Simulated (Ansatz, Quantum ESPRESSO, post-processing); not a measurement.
# 1T-SiSSe, 1 layer: response to a perpendicular field, part 5 of 7

Aim: how 1T-SiSSe, 1 layer screens a field along its normal, and what the field does to its bands.

Quantum ESPRESSO 7.5; plane-wave DFT, vdW-DF-cx, GBRV ultrasoft pseudopotentials made under PBE; geometry and cross-check by Ansatz 0.2.0 with PAW datasets.

So far. Step 11 (Self-consistent run: field -0.2 V/Å): The dipole goes from -0.0173 to -0.0713 e Å, 0.2701 e Å per V/Å. Step 12 (Potential by pp.x): The slope in the vacuum is -0.200 eV/Å for an applied -0.20 V/Å, as it should be.

### Step 13. Bands along a path: field -0.2 V/Å

Input file f3.bands.in:

```
&control
  prefix = 'f3.bands'
  outdir = './out'
  pseudo_dir = './pseudo'
  calculation = 'bands'
  tefield = .true.
  dipfield = .true.
/
&system
  ibrav = 0
  nat = 3
  ntyp = 3
  ecutwfc = 40
  ecutrho = 200
  input_dft = 'vdw-df-cx'
  occupations = 'smearing'
  smearing = 'fd'
  degauss = 0.004
  edir = 3
  emaxpos = 0.97
  eopreg = 0.04
  eamp = -0.00388938
  nbnd = 14
/
&electrons
  conv_thr = 1e-07
  mixing_beta = 0.4
  electron_maxstep = 120
  mixing_mode = 'local-TF'
/
ATOMIC_SPECIES
  Se  78.9710  se_pbe_v1.uspp.F.UPF
  Si  28.0850  si_pbe_v1.uspp.F.UPF
  S   32.0600  s_pbe_v1.4.uspp.F.UPF
CELL_PARAMETERS angstrom
  3.40598884481238 0.00000000000000 0.00000000000000
  -1.70299442240619 2.94967286461394 -0.00000000000000
  0.00000000000000 -0.00000000000000 18.92364339760000
ATOMIC_POSITIONS crystal
  Se  0.666666666667 0.333333333333 0.426942135683
  Si  0.000000000000 -0.000000000000 0.503882251170
  S   0.333333333333 0.666666666667 0.572737004946
K_POINTS crystal_b
4
  0.0000000000 0.0000000000 0.0000000000 14
  0.5000000000 0.0000000000 0.0000000000 14
  0.3333333333 0.3333333333 0.0000000000 14
  0.0000000000 0.0000000000 0.0000000000 1
```

Command:

```console
$ cp -r out/f3.save out/f3.bands.save
$ cp out/f3.xml out/f3.bands.xml
$ OMP_NUM_THREADS=1 mpirun -n 4 pw.x -nk 4 -in f3.bands.in > f3.bands.out
```

Numbers of over 12 decimals in the logs are rounded to 6 here.

The log of the run:

```text
[banner, memory and clock lines left out]
Program PWSCF v.7.5 starts
[citation notice left out]

[...]
bravais-lattice index     =            0
     lattice parameter (alat)  =       6.4364  a.u.
     unit-cell volume          =    1282.9757 (a.u.)^3
     number of atoms/cell      =            3
     number of atomic types    =            3
     number of electrons       =        16.00
     number of Kohn-Sham states=           14
     kinetic-energy cutoff     =      40.0000  Ry
     charge density cutoff     =     200.0000  Ry
     Exchange-correlation= VDW-DF-CX
                           (   1   4  27   0   1   0   0)

[...]
PseudoPot. # 1 for Se read from file:
     ./pseudo/se_pbe_v1.uspp.F.UPF
     Pseudo is Ultrasoft + core correction, Zval =  6.0
     Generated by new atomic code, or converted to UPF format
     Using radial grid of  877 points,  6 beta functions with:
                l(1) =   0
                l(2) =   0
                l(3) =   1
                l(4) =   1
                l(5) =   2
                l(6) =   2
     Q(r) pseudized with  8 coefficients,  rinner =    1.300   1.300   1.300
                                                       1.300   1.300

     PseudoPot. # 2 for Si read from file:
     ./pseudo/si_pbe_v1.uspp.F.UPF
     Pseudo is Ultrasoft + core correction, Zval =  4.0
     Generated by new atomic code, or converted to UPF format
     Using radial grid of  899 points,  6 beta functions with:
                l(1) =   0
                l(2) =   0
                l(3) =   1
                l(4) =   1
                l(5) =   2
                l(6) =   2
     Q(r) pseudized with  8 coefficients,  rinner =    0.900   0.900   0.900
                                                       0.900   0.900

     PseudoPot. # 3 for S  read from file:
     ./pseudo/s_pbe_v1.4.uspp.F.UPF
     Pseudo is Ultrasoft + core correction, Zval =  6.0
     Generated by new atomic code, or converted to UPF format
     Using radial grid of  907 points,  6 beta functions with:
                l(1) =   0
                l(2) =   0
                l(3) =   1
                l(4) =   1
                l(5) =   2
                l(6) =   2
     Q(r) pseudized with  8 coefficients,  rinner =    1.300   1.300   1.300
                                                       1.300   1.300

     atomic species   valence    mass     pseudopotential
     Se                6.00    78.97100     Se( 1.00)
     Si                4.00    28.08500     Si( 1.00)
     S                 6.00    32.06000     S ( 1.00)

     No symmetry found

[...]
number of k points=    43  Fermi-Dirac smearing, width (Ry)=  0.0040
[...]
Dense  grid:    61343 G-vectors     FFT dimensions: (  30,  30, 162)

     Smooth grid:    43685 G-vectors     FFT dimensions: (  25,  25, 144)

     The potential is recalculated from file :
     ./out/f3.bands.save/charge-density

     negative rho (up, down):  4.353E-04 0.000E+00

     %%%%%%%%%%%%%%%%%%%%%%%%%%%%%%%%%%%%%%%%%%%%%%%%%%%%%%%%%%%%%%%%%%%%%%%%
     %                                                                      %
     % You are using vdW-DF, which was implemented by the Thonhauser group. %
     % possible and the two reviews that describe the various versions:     %
     %                                                                      %
     %                                                                      %
     % If you are calculating stress with vdW-DF, please also cite:         %
     %                                                                      %
     %                                                                      %
     %%%%%%%%%%%%%%%%%%%%%%%%%%%%%%%%%%%%%%%%%%%%%%%%%%%%%%%%%%%%%%%%%%%%%%%%

     %%%%%%%%%%%%%%%%%%%%%%%%%%%%%%%%%%%%%%%%%%%%%%%%%%%%%%%%%%%%%%%%%%%%%%%%
     %                                                                      %
     %  vdW-DF NEWS:                                                        %
     %                                                                      %
     %  * vdW-DF3 is now available. DOI: 10.1021/acs.jctc.0c00471           %
     %    use with input_dft = 'vdW-DF3-opt1' or 'vdW-DF3-opt2'             %
     %                                                                      %
     %  * Unscreened and range-separated hybrid vdW-DF-cx functionals       %
     %    DOI: 10.1063/1.4986522 and 10.1088/1361-648X/ac2ad2               %
     %    use with input_dft = 'vdW-DF-cx0'    and 'vdW-DF-ahcx'            %
     %  * Unscreened and range-separated hybrid vdW-DF2-b86r functionals    %
     %    DOI: 10.1063/1.4986522 and DOI: 10.1103/PhysRevX.12.041003        %
     %    use with input_dft = 'vdW-DF2-br0' and 'vdW-DF2-ahbr'             %
     %                                                                      %
     %%%%%%%%%%%%%%%%%%%%%%%%%%%%%%%%%%%%%%%%%%%%%%%%%%%%%%%%%%%%%%%%%%%%%%%%

     Adding external electric field

     Computed dipole along edir(3) :
        Dipole               -0.1348 Ry au,         -0.3426 Debye
        Dipole field         -0.0013 Ry au,

        E field amplitude [Ha a.u.]: -3.8894E-03
        Potential amp.       -0.1764 Ry
        Total length         34.3301 bohr

     Starting wfcs are   12 randomized atomic wfcs +    2 random wfcs

     Band Structure Calculation
     Davidson diagonalization with overlap

     ethr =  6.25E-10,  avg # of iterations = 72.3

     End of band structure calculation

          k = 0.0000 0.0000 0.0000 (  5519 PWs)   bands (ev):

   -17.3800 -15.1364  -8.0172  -3.6304  -3.3519  -3.3519  -2.1590  -2.1590
     0.4548   1.7505   2.3353   2.4044   2.4044   3.0817

          k = 0.0357 0.0206 0.0000 (  5529 PWs)   bands (ev):

   -17.3625 -15.1242  -8.0104  -3.6394  -3.4874  -3.4038  -2.2814  -2.1474
     0.5641   1.8655   2.2883   2.4380   2.4420   3.1175

[...]
```

Elapsed: 28 s, on 4 MPI ranks of Arm Neoverse V2, shared host; peak memory 0.33 GiB; 1.9 min of CPU time.

Read from the output:

```
gap by band count : 0.6698 eV
```

Band numbers count within the set of bands kept for display. Electronic bands along the path, in eV, zero at the highest filled level of the SCF mesh; v1 is the highest filled band, c1 the lowest empty one:

| point | v4 | v3 | v2 | v1 | c1 | c2 | c3 | c4 |
| --- | --- | --- | --- | --- | --- | --- | --- | --- |
| Γ | -1.23 | -1.23 | -0.04 | -0.04 | 2.58 | 3.87 | 4.46 | 4.53 |
| halfway | -2.68 | -2.49 | -1.22 | -0.27 | 2.12 | 4.68 | 5.30 | 5.76 |
| M | -3.23 | -2.89 | -1.30 | -0.73 | 0.67 | 4.38 | 5.02 | 5.80 |
| halfway | -4.42 | -3.30 | -1.49 | -1.15 | 1.96 | 5.28 | 5.66 | 5.96 |
| K | -4.81 | -4.50 | -1.45 | -1.22 | 2.33 | 5.73 | 5.86 | 6.88 |
| halfway | -3.95 | -2.09 | -1.54 | -0.78 | 2.88 | 4.78 | 5.61 | 5.63 |
| Γ | -1.23 | -1.23 | -0.04 | -0.04 | 2.58 | 3.87 | 4.46 | 4.53 |

Upper empty bands that drop with the field can be states of the vacuum, held by the sawtooth; they depend on the cell's width.

Along this path the valence top lies between Γ and M and the conduction bottom at M.

### Step 14. Valence density

plot_num = 0 writes the valence density.

Input file f0.rho.in:

```
&inputpp
  prefix = 'f0'
  outdir = './out'
  filplot = 'f0.rho.dat'
  plot_num = 0
/
```

Command:

```console
$ OMP_NUM_THREADS=1 mpirun -n 4 pp.x -in f0.rho.in > f0.rho.out
```

The log of the run:

```text
[banner, memory and clock lines left out]
Program POST-PROC v.7.5 starts

          URL

     ./out/f0.save/

     IMPORTANT: XC functional enforced from input :
     Exchange-correlation= VDW-DF-CX
                           (   1   4  27   0   1   0   0)
     Any further DFT definition will be discarded
     Please, verify this is what you really want

     negative rho (up, down):  4.349E-04 0.000E+00

     %%%%%%%%%%%%%%%%%%%%%%%%%%%%%%%%%%%%%%%%%%%%%%%%%%%%%%%%%%%%%%%%%%%%%%%%
     %                                                                      %
     % You are using vdW-DF, which was implemented by the Thonhauser group. %
     % possible and the two reviews that describe the various versions:     %
     %                                                                      %
     %                                                                      %
     % If you are calculating stress with vdW-DF, please also cite:         %
     %                                                                      %
     %                                                                      %
     %%%%%%%%%%%%%%%%%%%%%%%%%%%%%%%%%%%%%%%%%%%%%%%%%%%%%%%%%%%%%%%%%%%%%%%%

     %%%%%%%%%%%%%%%%%%%%%%%%%%%%%%%%%%%%%%%%%%%%%%%%%%%%%%%%%%%%%%%%%%%%%%%%
     %                                                                      %
     %  vdW-DF NEWS:                                                        %
     %                                                                      %
     %  * vdW-DF3 is now available. DOI: 10.1021/acs.jctc.0c00471           %
     %    use with input_dft = 'vdW-DF3-opt1' or 'vdW-DF3-opt2'             %
     %                                                                      %
     %  * Unscreened and range-separated hybrid vdW-DF-cx functionals       %
     %    DOI: 10.1063/1.4986522 and 10.1088/1361-648X/ac2ad2               %
     %    use with input_dft = 'vdW-DF-cx0'    and 'vdW-DF-ahcx'            %
     %  * Unscreened and range-separated hybrid vdW-DF2-b86r functionals    %
     %    DOI: 10.1063/1.4986522 and DOI: 10.1103/PhysRevX.12.041003        %
     %    use with input_dft = 'vdW-DF2-br0' and 'vdW-DF2-ahbr'             %
     %                                                                      %
     %%%%%%%%%%%%%%%%%%%%%%%%%%%%%%%%%%%%%%%%%%%%%%%%%%%%%%%%%%%%%%%%%%%%%%%%

     Adding external electric field

     Computed dipole along edir(3) :
        Dipole               -0.0327 Ry au,         -0.0831 Debye
        Dipole field         -0.0003 Ry au,

        Potential amp.        0.0220 Ry
        Total length         34.3301 bohr

     Calling punch_plot, plot_num =   0
     Writing data to file  f0.rho.dat
     Message from routine chdens:
     namelist plot not found or invalid, exiting

Note: The following floating-point exceptions are signalling: IEEE_UNDERFLOW_FLAG
Note: The following floating-point exceptions are signalling: IEEE_UNDERFLOW_FLAG
Note: The following floating-point exceptions are signalling: IEEE_UNDERFLOW_FLAG
Note: The following floating-point exceptions are signalling: IEEE_UNDERFLOW_FLAG
```

It took 14 s on 4 MPI ranks; peak memory 0.22 GiB.

Read from the output:

```
electrons by integration : 16.00 e
```

Mean over planes. The valence density, planar mean by z:

z (Å), valence density, planar mean (e/Å³) and a bar:
```
        4      0.000 
        5      0.000 
        6      0.005 
        7      0.098 ########
        8      0.356 #############################
        9      0.326 ##########################
       10      0.337 ###########################
       11      0.373 ##############################
       12      0.067 #####
       13      0.003 
       14      0.000 
       15      0.000
```

Valence density in the ca plane at fractional y = 0.333, with atoms of Se within 0.2 Å of it. It is the smooth field of the valence electrons, not physical close to the nuclei.

Ten steps, logarithmic in the rise over the least value, from '0' (0.0 e/Å³) to '9' (1.3 e/Å³), each cell a mean:
```
00000000000000135788876555532000000000000000
00000000000000147887875443321000000000000000
00000000000000247899875433211000000000000000
00000000000000146888875444321000000000000000
00000000000000135788876666542100000000000000
00000000000000013566666777653100000000000000
00000000000000012345667788753100000000000000
00000000000000023566666777653100000000000000
```
Columns run along c (18.9 Å), rows up along a (3.4 Å). Atoms in or near the plane, at fractional coordinates: Se at (0.43, 0.67).

The density integrates to 16.000 electrons, as the 16 of the input ask.

### Step 15. Valence density

Input file f2.rho.in:

```
&inputpp
  prefix = 'f2'
  outdir = './out'
  filplot = 'f2.rho.dat'
  plot_num = 0
/
```

Command:

```console
$ OMP_NUM_THREADS=1 mpirun -n 4 pp.x -in f2.rho.in > f2.rho.out
```

Run time: 14 s. Hardware: 4 MPI ranks; peak memory 0.22 GiB.

### Step 16. Charge moved by a field of 0.2 V/Å

Read from the output:

```
largest charge moved across a plane : 0.001130 e/Å²
dipole step                         : -0.9721 eV
```

Planar mean against z:

z (Å), planar mean (e/Å³) and a bar from the least value:
```
        2    0.00000 ###############
        3    0.00000 ###############
        4    0.00000 ###############
        5    0.00004 ###############
        6    0.00022 ###################
        7    0.00071 ##############################
        8    0.00023 ###################
        9   -0.00035 #######
       10    0.00031 #####################
       11   -0.00026 #########
       12   -0.00066 
       13   -0.00014 ###########
       14   -0.00002 ##############
       15    0.00000 ##############
       16    0.00000 ###############
       17    0.00000 ###############
```

Table of running integral, electrons below z by z:

z (Å), running integral, electrons below z (e/Å²) and a bar:
```
        2    0.00000 
        3    0.00000 
        4    0.00000 
        5    0.00002 #
        6    0.00014 ####
        7    0.00065 ##################
        8    0.00104 ##############################
        9    0.00104 ##############################
       10    0.00105 ##############################
       11    0.00096 ###########################
       12    0.00040 ############
       13    0.00006 ##
       14    0.00001 
       15    0.00000 
       16    0.00000
```

### Step 17. Polarisability from the dipole between 0 and 0.1 V/A

This step gave:

```
change of slope in the vacuum : 0.10000 eV/Å
polarisability a cell         : 3.885 Å³
sheet polarisability 4πα/A    : 4.860 Å
```

Change of the potential energy, second field less first against z:

z (Å), change of the potential energy, second field less first (eV) and a bar from the least value:
```
      0.0     -0.342 #######
      0.5     -0.644 
      1.0     -0.594 #
      1.5     -0.544 ##
      2.0     -0.494 ####
      2.5     -0.444 #####
      3.0     -0.394 ######
      3.5     -0.344 #######
      4.0     -0.294 ########
      4.5     -0.244 #########
      5.0     -0.194 ###########
      5.5     -0.146 ############
      6.0     -0.099 #############
      6.5     -0.058 ##############
      7.0     -0.028 ###############
      7.5     -0.012 ###############
      8.0     -0.006 ###############
      8.5     -0.005 ###############
      9.0     -0.005 ###############
      9.5      0.001 ###############
     10.0      0.007 ###############
     10.5      0.008 ###############
     11.0      0.011 ################
     11.5      0.021 ################
     12.0      0.043 ################
     12.5      0.079 #################
     13.0      0.124 ##################
     13.5      0.172 ###################
     14.0      0.221 #####################
     14.5      0.270 ######################
     15.0      0.320 #######################
     15.5      0.370 ########################
     16.0      0.420 #########################
     16.5      0.470 ##########################
     17.0      0.520 ############################
     17.5      0.570 #############################
     18.0      0.620 ##############################
     18.5      0.403 #########################
```

### Step 18. Dipole against field

Table of dipole along the normal, dipole moment by applied field:

```
applied field (V/Å)  dipole along the normal, dipole moment (e·Å)
             -0.200                                       -0.0713
              0.000                                       -0.0173
              0.100                                       0.00968
              0.200                                        0.0367
```

### Step 19. The same in Ansatz: field 0.1 V/Å

As a check, the same structure is run in Ansatz.

Level of this step: plane-wave DFT, PBE, Ansatz PAW (Ansatz 0.2.0).

Input file input.yaml:

```yaml
crystal:
  lattice:
    - [3.4059888448, 0.0, 0.0]
    - [-1.7029944224, 2.9496728646, 0.0]
    - [0.0, 0.0, 18.9236433976]
  atoms:
    - { symbol: Se, position: [0.6666666667, 0.3333333333, 0.4269421357] }
    - { symbol: Si, position: [0.0, 0.0, 0.5038822512] }
    - { symbol: S, position: [0.3333333333, 0.6666666667, 0.5727370049] }
kpoints:
  mp_grid: { grid: [12, 12, 1] }
hamiltonian:
  xc: pbe
scf:
  occupations: { method: fermi_dirac, width: 0.054 }
  convergence: { dr2_threshold: 1.0e-09 }
efield:
  axis: 3
  dipole_correction: true
  ramp_position: 0.97
  ramp_width: 0.04
  amplitude: 0.1
output:
  write_potential: true
  write_density: true
  volumetric_format: npy
```

Command:

```console
$ ansatz run input.yaml --threads 4 --pin off --max-ram 8192MiB --backend cpu --events-out ev --progress --plain --runs-dir out
```

The log of the run:

```text
[...]
Crystal: 3 atoms, lattice volume = 190.117 Å³
Basis set: ecut = 420 eV, 3699 PW (Γ)
Bands: 17, of which v1, the nominal top of the filled ones, is band 13 counted from 1 (12 counted from 0)
Symmetry: 6 space group operations
[...]
k-points: 19 of 144 (time reversal used)
[...]
SCF iter   1: F=—  HF=-7008.395578 eV  |F-HF|=—  |Δ(HF+E_count)|=         —  Δρ=2.08e-2  dr2=8.33e-1  ethr=3.10e-3  p=0.028 e·Å  D=2.65e-2 V/Å  ΔV_dip=-0.50 eV  dr2_dipole=9.93e-3  V_vac-E_F(+/−)=6.83/5.58 eV  ⟨swp⟩=8.6  Hψ=2208  notcnv=0
[...]
SCF iter  11: F=-7008.197406 eV  HF=-7008.197406 eV  |F-HF|=6.34e-10  |Δ(HF+E_count)|=  7.86e-10  Δρ=3.96e-7  dr2=6.70e-10  ethr=3.85e-12  p=0.008 e·Å  D=7.73e-3 V/Å  ΔV_dip=-0.15 eV  dr2_dipole=6.97e-11  V_vac-E_F(+/−)=6.23/4.62 eV  ⟨swp⟩=4.8  Hψ=1106  notcnv=0
SCF 1 converged in 11 iterations: F = -7008.197406 eV  dr2 = 6.70e-10
[...]
WARN: The output density's exchange-correlation potential varies sharply where the density is thin. Do not read a vacuum level from v_tot or v_xc, or from such a field of the output density. On a cell that repeats whose density bears no net charge and no dipole along the vacuum's axis use v_es (v_loc + v_h of the components); under efield.dipole_correction with no amplitude use v_es + v_field, which holds any externa [...]
SCF converged after 11 iterations
Free energy (F): -7008.197406 eV
[...]
Internal energy: -7008.197298 eV  (E = F + TS)
E sigma→0 (E₀):  -7008.197352 eV
Entropy (-TS):   -0.000108 eV (-0.036 meV/atom)
Fermi energy:    -1.340667 eV
Dipole field:    D = 0.007714 V/Å  (p = 0.008104 e·Å, saw-weighted, corrected)
Work function:   not extracted (applied field tilts the vacuum); planar V_es + V_field profile in the machine report
[...]
--- Band table (eV; the first three rows and the last of 19) ---
  k-point 0: bands = [... 9 lower, -2.9131, -2.9131, -1.7527, -1.7527, 0.9077, 2.1607, 2.8238, 2.8238]
  k-point 1: bands = [... 9 lower, -3.1686, -3.1453, -2.3233, -1.7120, 1.3398, 2.4703, 2.8971, 3.0057]
  k-point 2: bands = [... 9 lower, -3.6784, -3.4120, -3.0388, -1.7696, 1.1932, 2.7393, 3.4991, 3.6709]
  k-point 18: bands = [... 9 lower, -6.5206, -6.2107, -3.1336, -2.9468, 0.6303, 4.0005, 4.2062, 5.1670]
```

The job ended after 1.9 s (4 threads; peak memory 0.42 GiB; 7 s of CPU time).

Numbers from this step:

| Item | Value |
| --- | --- |
| free energy | -7008.1974 eV |
| energy at zero smearing | -7008.1974 eV |
| Fermi energy | -1.341 eV |
| gap by band count | 0.6857 eV |
| dipole along the normal | 0.008104 e·Å |

At 0.1 V/Å Ansatz's dipole is 0.0081 e Å against 0.0097 from pw.x, under another functional.

(Continued in part 6 of 7.)

[Logs are printed without paths, hosts, clocks, repeated set-up lines and the standing remarks that a program may print on its own settings, such as how far it seeks lower states.]

[Hosts, paths, dates, database ids (printed as entryN), source tags and the programs' standing remarks are cut or masked in the printed files.]

[Maps of the electrostatic potential energy from Ansatz leave out the sawtooth potential of an applied field or a dipole correction, so their vacuum need not be flat; planar profiles and work functions include it.]
